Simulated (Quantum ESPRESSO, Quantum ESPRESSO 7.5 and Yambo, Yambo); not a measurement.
# A GW chain in Yambo: SrAlGeH (P3m1)

Wanted: ground state, empty states, screening and self-energy for SrAlGeH (P3m1).

Main program and level: Quantum ESPRESSO 7.5 and Yambo 5.3.0; LDA and many-body steps on it, plane waves.

## Step 1: The starting structure

The structure is trigonal, space group P3m1 (No. 156). Conventional cell: a = 4.266 Å, b = 4.266 Å, c = 4.967 Å, α = 90.00°, β = 90.00°, γ = 120.00°. Nearest to Sr lie 3 H at 2.51 Å. Al has 1 H at 1.75 Å and 3 Ge at 2.52 Å nearest. Nearest to Ge lie 3 Al at 2.52 Å. Nearest to H lie 1 Al at 1.75 Å and 3 Sr at 2.51 Å. Farther neighbours are not listed.

The cell and positions are those that the Materials Project relaxed with its own functionals (PBE, PBE+U or r2SCAN), kept fixed.

## Step 2: Ground state

This step: Quantum ESPRESSO 7.5; DFT, LDA, plane waves, norm-conserving pseudopotentials.

The ground-state density comes first.

The input, pw.in:

```
&control
  calculation = 'scf'
  prefix = 'x'
  outdir = 'o'
  pseudo_dir = 'pseudo'
/
&system
  ibrav = 0
  nat = 4
  ntyp = 4
  ecutwfc = 70.0
  nbnd = 20
  force_symmorphic = .true.
/
&electrons
  conv_thr = 1e-10
  electron_maxstep = 80
  mixing_beta = 0.5
/
ATOMIC_SPECIES
  Sr 87.62 Sr.upf
  Al 26.982 Al.upf
  Ge 72.63 Ge.upf
  H 1.008 H.upf
CELL_PARAMETERS angstrom
  4.2657904268 0.0000000000 0.0000000000
  -2.1328952134 3.6942828768 0.0000000000
  0.0000000000 0.0000000000 4.9672680000
ATOMIC_POSITIONS crystal
  Sr 0.3333333333 0.6666666667 0.0046010000
  Al 0.0000000000 0.0000000000 0.4580490000
  Ge 0.6666666667 0.3333333333 0.5612960000
  H 0.0000000000 0.0000000000 0.1052520000
K_POINTS automatic
  6 6 4 0 0 0
```

Command:

```
OMP_NUM_THREADS=1 mpirun -n 4 pw.x -nk 4 -in pw.in > pw.out
```

The log of the run:

```text
Program PWSCF v.7.5 starts

     This program is part of the open-source Quantum ESPRESSO suite
     for quantum simulation of materials; please cite
         "P. Giannozzi et al., J. Phys.:Condens. Matter 21 395502 (2009);
         "P. Giannozzi et al., J. Phys.:Condens. Matter 29 465901 (2017);
         "P. Giannozzi et al., J. Chem. Phys. 152 154105 (2020);
     in publications or presentations arising from this work. More details at
     Message from routine setup:
     using ibrav=0 with symmetry is DISCOURAGED, use correct ibrav instead

     G-vector sticks info

     bravais-lattice index     =            0
     lattice parameter (alat)  =       8.0612  a.u.
     unit-cell volume          =     528.2553 (a.u.)^3
     number of atoms/cell      =            4
     number of atomic types    =            4
     number of electrons       =        28.00
     number of Kohn-Sham states=           20
     kinetic-energy cutoff     =      70.0000  Ry
     charge density cutoff     =     280.0000  Ry
     scf convergence threshold =      1.0E-10
     mixing beta               =       0.5000
     number of iterations used =            8  plain     mixing
     Exchange-correlation= SLA  PW   NOGX NOGC
                           (   1   4   0   0   0   0   0)

     celldm(1)=   8.061176  celldm(2)=   0.000000  celldm(3)=   0.000000
     celldm(4)=   0.000000  celldm(5)=   0.000000  celldm(6)=   0.000000

     crystal axes: (cart. coord. in units of alat)
               a(1) = (   1.000000   0.000000   0.000000 )
               a(2) = (  -0.500000   0.866025   0.000000 )
               a(3) = (   0.000000   0.000000   1.164443 )

     reciprocal axes: (cart. coord. in units 2 pi/alat)
               b(1) = (  1.000000  0.577350 -0.000000 )
               b(2) = (  0.000000  1.154701  0.000000 )
               b(3) = (  0.000000 -0.000000  0.858780 )
     Pseudo is Norm-conserving + core correction, Zval = 10.0
     Generated using ONCVPSP code by D. R. Hamann
     Using radial grid of 1812 points,  6 beta functions with:
     Pseudo is Norm-conserving + core correction, Zval =  3.0
     Generated using ONCVPSP code by D. R. Hamann
     Using radial grid of 1854 points,  6 beta functions with:
     Pseudo is Norm-conserving + core correction, Zval = 14.0
     Generated using ONCVPSP code by D. R. Hamann
     Using radial grid of 1524 points,  6 beta functions with:
     Pseudo is Norm-conserving, Zval =  1.0
     Generated using ONCVPSP code by D. R. Hamann
     Using radial grid of 1180 points,  3 beta functions with:
     Sr               10.00    87.62000     Sr( 1.00)
     Al                3.00    26.98200     Al( 1.00)
     Ge               14.00    72.63000     Ge( 1.00)
     H                 1.00     1.00800     H ( 1.00)

      6 Sym. Ops. (no inversion) found

   Cartesian axes

     site n.     atom                  positions (alat units)
         1        Sr     tau(   1) = (  -0.0000000   0.5773503   0.0053576  )
         2        Al     tau(   2) = (   0.0000000   0.0000000   0.5333718  )
         3        Ge     tau(   3) = (   0.5000000   0.2886751   0.6535970  )
         4        H      tau(   4) = (   0.0000000   0.0000000   0.1225599  )

     number of k points=    24
                       cart. coord. in units 2pi/alat
        k(    1) = (   0.0000000   0.0000000   0.0000000), wk =   0.0138889
        k(    2) = (   0.0000000   0.0000000   0.2146950), wk =   0.0277778
        k(    3) = (   0.0000000   0.0000000  -0.4293900), wk =   0.0138889
        k(    4) = (   0.0000000   0.1924501   0.0000000), wk =   0.0833333
        k(    5) = (   0.0000000   0.1924501   0.2146950), wk =   0.0833333
        k(    6) = (   0.0000000   0.1924501  -0.4293900), wk =   0.0833333
        k(    7) = (   0.0000000   0.3849002   0.0000000), wk =   0.0833333
        k(    8) = (   0.0000000   0.3849002   0.2146950), wk =   0.0833333
        k(    9) = (   0.0000000   0.3849002  -0.4293900), wk =   0.0833333
        k(   10) = (   0.0000000  -0.5773503   0.0000000), wk =   0.0416667
     [... 12 further rows ...]
        k(   23) = (   0.0000000  -0.3849002   0.2146950), wk =   0.0833333
        k(   24) = (  -0.1666667  -0.4811252   0.2146950), wk =   0.1666667

     Dense  grid:    41785 G-vectors     FFT dimensions: (  45,  45,  50)

     Initial potential from superposition of free atoms

     starting charge      27.9900, renormalised to      28.0000
     Starting wfcs are   19 randomized atomic wfcs +    1 random wfcs

     per-process dynamical memory:    39.9 Mb

     Self-consistent Calculation

     iteration #  1     ecut=    70.00 Ry     beta= 0.50

     Threshold (ethr) on eigenvalues was too large:
     Diagonalizing with lowered threshold

     total energy              =    -253.03762722 Ry
     estimated scf accuracy    <       0.12258926 Ry

     iteration #  2     ecut=    70.00 Ry     beta= 0.50

     total energy              =    -253.04750795 Ry
     estimated scf accuracy    <       0.00894104 Ry

     iteration #  3     ecut=    70.00 Ry     beta= 0.50

     total energy              =    -253.04897568 Ry
     estimated scf accuracy    <       0.00068969 Ry

     iteration #  4     ecut=    70.00 Ry     beta= 0.50

     total energy              =    -253.04902174 Ry
     estimated scf accuracy    <       0.00009957 Ry

     iteration #  5     ecut=    70.00 Ry     beta= 0.50

     total energy              =    -253.04902659 Ry
     estimated scf accuracy    <       0.00000360 Ry

     iteration #  6     ecut=    70.00 Ry     beta= 0.50

     total energy              =    -253.04902720 Ry
     estimated scf accuracy    <       0.00000018 Ry

     iteration #  7     ecut=    70.00 Ry     beta= 0.50

     total energy              =    -253.04902725 Ry
     estimated scf accuracy    <       0.00000001 Ry

     iteration #  8     ecut=    70.00 Ry     beta= 0.50

     total energy              =    -253.04902725 Ry
     estimated scf accuracy    <          1.7E-09 Ry

     iteration #  9     ecut=    70.00 Ry     beta= 0.50

     total energy              =    -253.04902726 Ry
     estimated scf accuracy    <          1.4E-10 Ry

     iteration # 10     ecut=    70.00 Ry     beta= 0.50

     End of self-consistent calculation

          k = 0.0000 0.0000 0.0000 (  5245 PWs)   bands (ev):

   -27.5155 -16.1016 -16.1016 -16.0352 -16.0352 -16.0241  -9.6460  -9.4844
    -9.4844  -2.2407   2.9785   6.1835   7.0104   7.0104   8.8308  10.7307
    10.7307  11.9564  11.9567  12.0451

          k = 0.0000 0.0000 0.2147 (  5269 PWs)   bands (ev):

   -27.5151 -16.1016 -16.1016 -16.0356 -16.0356 -16.0241  -9.6768  -9.4829
    -9.4829  -1.9869   2.2568   6.8551   7.1927   7.1927   9.0538   9.9091
     9.9091  11.0742  11.0742  11.3320

          k = 0.0000 0.0000-0.4294 (  5232 PWs)   bands (ev):

   -27.5147 -16.1016 -16.1016 -16.0354 -16.0354 -16.0237  -9.7070  -9.4814
    -9.4814  -1.6772   1.6048   7.4230   7.4230   7.6031   8.9300   9.4786
     9.4786  10.3558  10.3558  11.0650

          k = 0.0000 0.1925 0.0000 (  5241 PWs)   bands (ev):

     [... further k-points ...]

     highest occupied, lowest unoccupied level (ev):     7.6031    8.2655

!    total energy              =    -253.04902726 Ry
     estimated scf accuracy    <          1.1E-11 Ry

     The total energy is the sum of the following terms:
     one-electron contribution =    -119.19781043 Ry
     hartree contribution      =      73.08746374 Ry
     xc contribution           =     -62.52206275 Ry
     ewald contribution        =    -144.41661781 Ry

     convergence has been achieved in  10 iterations

     XML data file, charge density, pseudopotentials, collected wavefunctions

=------------------------------------------------------------------------------=
   JOB DONE.
=------------------------------------------------------------------------------=
```

Wall time 11 s (4 MPI ranks of Arm Neoverse V2, shared host); peak memory 0.34 GiB.

This step gave:

```
total energy               : -3442.9074 eV
gap                        : 0.6624 eV
k of the valence top       : 0, 0, -0.5
k of the conduction bottom : 0, -0.5, 0
least direct gap           : 1.319 eV
```

The gap is indirect, with the least direct gap 0.66 eV higher.

## Step 3: Bands along the symmetry lines

The cheap functional maps the bands first; the places of the edges decide which points the dearer methods must see.

The input, pw.in:

```
&control
  calculation = 'bands'
  prefix = 'x'
  outdir = 'o'
  pseudo_dir = 'pseudo'
/
&system
  ibrav = 0
  nat = 4
  ntyp = 4
  ecutwfc = 70.0
  nbnd = 20
  force_symmorphic = .true.
/
&electrons
  conv_thr = 1e-9
  electron_maxstep = 80
  diago_full_acc = .true.
  diago_thr_init = 5e-6
/
ATOMIC_SPECIES
  Sr 87.62 Sr.upf
  Al 26.982 Al.upf
  Ge 72.63 Ge.upf
  H 1.008 H.upf
CELL_PARAMETERS angstrom
  4.2657904268 0.0000000000 0.0000000000
  -2.1328952134 3.6942828768 0.0000000000
  0.0000000000 0.0000000000 4.9672680000
ATOMIC_POSITIONS crystal
  Sr 0.3333333333 0.6666666667 0.0046010000
  Al 0.0000000000 0.0000000000 0.4580490000
  Ge 0.6666666667 0.3333333333 0.5612960000
  H 0.0000000000 0.0000000000 0.1052520000
K_POINTS crystal
  75
  0.00000000 0.00000000 0.00000000 1
  0.06250000 0.00000000 0.00000000 1
  0.12500000 0.00000000 0.00000000 1
  0.18750000 0.00000000 0.00000000 1
  0.25000000 0.00000000 0.00000000 1
  0.31250000 0.00000000 0.00000000 1
  0.37500000 0.00000000 0.00000000 1
  0.43750000 0.00000000 0.00000000 1
  0.50000000 0.00000000 0.00000000 1
  0.47916667 0.04166667 0.00000000 1
  0.45833333 0.08333333 0.00000000 1
  0.43750000 0.12500000 0.00000000 1
  0.41666666 0.16666666 0.00000000 1
  0.39583333 0.20833333 0.00000000 1
  0.37500000 0.25000000 0.00000000 1
  0.35416666 0.29166666 0.00000000 1
  0.33333333 0.33333333 0.00000000 1
  0.29166666 0.29166666 0.00000000 1
  0.25000000 0.25000000 0.00000000 1
  0.20833333 0.20833333 0.00000000 1
  0.16666666 0.16666666 0.00000000 1
  0.12500000 0.12500000 0.00000000 1
  0.08333333 0.08333333 0.00000000 1
  0.04166667 0.04166667 0.00000000 1
  0.00000000 0.00000000 0.00000000 1
  0.00000000 0.00000000 0.06250000 1
  0.00000000 0.00000000 0.12500000 1
  0.00000000 0.00000000 0.18750000 1
  0.00000000 0.00000000 0.25000000 1
  0.00000000 0.00000000 0.31250000 1
  0.00000000 0.00000000 0.37500000 1
  0.00000000 0.00000000 0.43750000 1
  0.00000000 0.00000000 0.50000000 1
  0.06250000 0.00000000 0.50000000 1
  0.12500000 0.00000000 0.50000000 1
  0.18750000 0.00000000 0.50000000 1
  0.25000000 0.00000000 0.50000000 1
  0.31250000 0.00000000 0.50000000 1
  0.37500000 0.00000000 0.50000000 1
  0.43750000 0.00000000 0.50000000 1
  0.50000000 0.00000000 0.50000000 1
  0.47916667 0.04166667 0.50000000 1
  0.45833333 0.08333333 0.50000000 1
  0.43750000 0.12500000 0.50000000 1
  0.41666666 0.16666666 0.50000000 1
  0.39583333 0.20833333 0.50000000 1
  0.37500000 0.25000000 0.50000000 1
  0.35416666 0.29166666 0.50000000 1
  0.33333333 0.33333333 0.50000000 1
  0.29166666 0.29166666 0.50000000 1
  0.25000000 0.25000000 0.50000000 1
  0.20833333 0.20833333 0.50000000 1
  0.16666666 0.16666666 0.50000000 1
  0.12500000 0.12500000 0.50000000 1
  0.08333333 0.08333333 0.50000000 1
  0.04166667 0.04166667 0.50000000 1
  0.00000000 0.00000000 0.50000000 1
  0.50000000 0.00000000 0.50000000 1
  0.50000000 0.00000000 0.43750000 1
  0.50000000 0.00000000 0.37500000 1
  0.50000000 0.00000000 0.31250000 1
  0.50000000 0.00000000 0.25000000 1
  0.50000000 0.00000000 0.18750000 1
  0.50000000 0.00000000 0.12500000 1
  0.50000000 0.00000000 0.06250000 1
  0.50000000 -0.00000000 0.00000000 1
  0.33333333 0.33333333 0.50000000 1
  0.33333333 0.33333333 0.43750000 1
  0.33333333 0.33333333 0.37500000 1
  0.33333333 0.33333333 0.31250000 1
  0.33333333 0.33333333 0.25000000 1
  0.33333333 0.33333333 0.18750000 1
  0.33333333 0.33333333 0.12500000 1
  0.33333333 0.33333333 0.06250000 1
  0.33333333 0.33333333 0.00000000 1
```

The log of the run:

```text
[banner, memory and clock lines left out]
Program PWSCF v.7.5 starts

     Atomic positions and unit cell read from directory:
     o/x.save/

     Message from routine setup:
     using ibrav=0 with symmetry is DISCOURAGED, use correct ibrav instead

     G-vector sticks info

     bravais-lattice index     =            0
     lattice parameter (alat)  =       8.0612  a.u.
     unit-cell volume          =     528.2553 (a.u.)^3
     number of atoms/cell      =            4
     number of atomic types    =            4
     number of electrons       =        28.00
     number of Kohn-Sham states=           20
     kinetic-energy cutoff     =      70.0000  Ry
     charge density cutoff     =     280.0000  Ry
     Exchange-correlation= SLA  PW   NOGX NOGC
                           (   1   4   0   0   0   0   0)

     celldm(1)=   8.061176  celldm(2)=   0.000000  celldm(3)=   0.000000
     celldm(4)=   0.000000  celldm(5)=   0.000000  celldm(6)=   0.000000

     crystal axes: (cart. coord. in units of alat)
               a(1) = (   1.000000   0.000000   0.000000 )
               a(2) = (  -0.500000   0.866025   0.000000 )
               a(3) = (   0.000000   0.000000   1.164443 )

     reciprocal axes: (cart. coord. in units 2 pi/alat)
               b(1) = (  1.000000  0.577350 -0.000000 )
               b(2) = (  0.000000  1.154701  0.000000 )
               b(3) = (  0.000000 -0.000000  0.858780 )
     Pseudo is Norm-conserving + core correction, Zval = 10.0
     Generated using ONCVPSP code by D. R. Hamann
     Using radial grid of 1812 points,  6 beta functions with:
     Pseudo is Norm-conserving + core correction, Zval =  3.0
     Generated using ONCVPSP code by D. R. Hamann
     Using radial grid of 1854 points,  6 beta functions with:
     Pseudo is Norm-conserving + core correction, Zval = 14.0
     Generated using ONCVPSP code by D. R. Hamann
     Using radial grid of 1524 points,  6 beta functions with:
     Pseudo is Norm-conserving, Zval =  1.0
     Generated using ONCVPSP code by D. R. Hamann
     Using radial grid of 1180 points,  3 beta functions with:
     Sr               10.00    87.62000     Sr( 1.00)
     Al                3.00    26.98200     Al( 1.00)
     Ge               14.00    72.63000     Ge( 1.00)
     H                 1.00     1.00800     H ( 1.00)

      6 Sym. Ops. (no inversion) found

   Cartesian axes

     site n.     atom                  positions (alat units)
         1        Sr     tau(   1) = (  -0.0000000   0.5773503   0.0053576  )
         2        Al     tau(   2) = (   0.0000000   0.0000000   0.5333718  )
         3        Ge     tau(   3) = (   0.5000000   0.2886751   0.6535970  )
         4        H      tau(   4) = (   0.0000000   0.0000000   0.1225599  )

     number of k points=    75
                       cart. coord. in units 2pi/alat
        k(    1) = (   0.0000000   0.0000000   0.0000000), wk =   0.0266667
        k(    2) = (   0.0625000   0.0360844   0.0000000), wk =   0.0266667
        k(    3) = (   0.1250000   0.0721688   0.0000000), wk =   0.0266667
[...]
[... 63 further rows ...]
        k(   74) = (   0.3333333   0.5773503   0.0536738), wk =   0.0266667
        k(   75) = (   0.3333333   0.5773503   0.0000000), wk =   0.0266667

     Dense  grid:    41785 G-vectors     FFT dimensions: (  45,  45,  50)

     The potential is recalculated from file :
     o/x.save/charge-density

     Starting wfcs are   19 randomized atomic wfcs +    1 random wfcs

     Band Structure Calculation

     End of band structure calculation

          k = 0.0000 0.0000 0.0000 (  5245 PWs)   bands (ev):

   -27.5155 -16.1016 -16.1016 -16.0352 -16.0352 -16.0241  -9.6460  -9.4844
    -9.4844  -2.2406   2.9785   6.1835   7.0104   7.0104   8.8308  10.7307
    10.7307  11.9564  11.9565  12.0451

          k = 0.0625 0.0361 0.0000 (  5239 PWs)   bands (ev):

   -27.5151 -16.1015 -16.1014 -16.0353 -16.0352 -16.0240  -9.6444  -9.4936
[...]
10.7606  11.8162  11.9275  11.9647

          k = 0.1250 0.0722 0.0000 (  5251 PWs)   bands (ev):

[...]
10.8473  11.4137  11.7565  11.8337

[...]
k = 0.3333 0.5774 0.0537 (  5229 PWs)   bands (ev):

[...]
11.5040  12.2583  12.7743  13.3131

          k = 0.3333 0.5774 0.0000 (  5265 PWs)   bands (ev):

   -27.5022 -16.1001 -16.0990 -16.0366 -16.0364 -16.0216  -9.6574  -9.6237
    -9.6005  -0.2634   1.3471   4.0069   4.9847   6.9033   8.7036  10.3266
    11.4815  12.4948  12.8343  13.3521

     XML data file, pseudopotentials, collected wavefunctions
```

The job ended after 12 s (4 MPI ranks; peak memory 0.28 GiB; 47 s of CPU time).

This step gave:

| Property | Result |
| --- | --- |
| gap | 0.6305 eV |
| k of the valence top | 0, 0, 0.5 |
| k of the conduction bottom | 0.5, 0, 0.125 |
| least direct gap | 1.319 eV |

The gap is 0.631 eV, −0.032 eV from the run before at this level.

Electronic bands along the path, in eV, zero at the top of the highest filled band:

```csv
point,band 11,band 12,band 13,band 14,band 15,band 16,band 17,band 18
Γ,-4.62,-1.42,-0.59,-0.59,1.23,3.13,3.13,4.35
halfway,-5.11,-2.45,-1.10,-1.08,1.28,2.66,3.37,3.37
M,-6.36,-3.15,-1.45,-0.66,0.66,2.09,2.79,3.11
halfway,-6.29,-3.26,-2.33,-0.66,1.16,2.44,2.96,4.13
K,-6.26,-3.60,-2.62,-0.70,1.10,2.72,3.88,4.89
halfway,-5.27,-2.50,-1.80,-0.98,2.17,2.38,2.54,3.93
Γ,-4.62,-1.42,-0.59,-0.59,1.23,3.13,3.13,4.35
halfway,-5.35,-0.75,-0.41,-0.41,1.45,2.31,2.31,3.47
A,-6.00,-0.18,-0.18,0.00,1.33,1.88,1.88,2.75
halfway,-5.55,-3.06,-1.21,-1.00,1.55,3.13,3.17,4.20
L,-5.76,-4.01,-1.78,-1.55,1.37,3.21,4.47,4.77
halfway,-5.86,-3.91,-2.43,-1.39,2.48,2.74,4.57,4.72
H,-6.03,-3.80,-2.88,-1.21,2.08,3.80,4.98,4.98
halfway,-5.48,-3.33,-1.79,-1.03,2.25,3.27,3.44,3.52
A,-6.00,-0.18,-0.18,0.00,1.33,1.88,1.88,2.75
jump to L,-5.76,-4.01,-1.78,-1.55,1.37,3.21,4.47,4.77
halfway,-6.11,-3.54,-1.62,-1.11,0.72,2.80,3.73,4.09
M,-6.36,-3.15,-1.45,-0.66,0.66,2.09,2.79,3.11
jump to H,-6.03,-3.80,-2.88,-1.21,2.08,3.80,4.98,4.98
halfway,-6.15,-3.28,-3.27,-0.99,2.51,3.15,3.51,4.28
K,-6.26,-3.60,-2.62,-0.70,1.10,2.72,3.88,4.89
```

The electronic bands as a text plot (rows in eV, shown from -8.0 to 2.8 only):

```
    2.5 | + ++   ++++++ +++    +  + +      +   ++   + +  +   ++
    2.1 |     ++++     ++++     ++++        +++  +++ ++   +++
    1.6 |+++           +   +   ++  +++++  +         ++         +
    1.2 |   ++    +++++     +++  ++     ++            ++        +
    0.7 |     ++++                                      ++++
    0.3 |
   -0.2 |                       *****               ***
   -0.6 |**   **********   ******  **             ****    **   **
   -1.1 |* ***          ****  *      **     *** **       *  ***
   -1.5 |**   ***        *****      * ******   *  **   *****
   -2.0 |  *     *      **              ***      *  *  *
   -2.4 |   *     *******                  *   **
   -2.8 |    **        *             *      ***   **        *  **
   -3.3 |      ***** **                          *       *** ***
   -3.7 |           *                 **   ******      **   *   *
   -4.2 |                               ***
   -4.6 |**               *****
   -5.1 |  **           **
   -5.5 |    *         *       **    *****     *****
   -6.0 |     *      **          ****     *****     *****   ***
   -6.4 |      ******                                    ***   **
   -6.9 |
   -7.3 |
   -7.8 |          ***                      ***             *****
         Γ      M   K       Γ     A      L   H       A|L  M|H   K
```

[end of part 1 of 3]

[Paths, hosts, dates, memory and timing lines, banners, echoed tables and standing remarks are left out of the program output.]

[Logs are printed without paths, hosts, clocks, repeated set-up lines and the standing remarks that a program may print on its own settings, such as how far it seeks lower states.]

[Runs of the session that timed out or met a known fault of the program may be left out.]

[Hosts, paths, dates, database ids (printed as entryN), source tags and the programs' standing remarks are cut or masked in the printed files.]
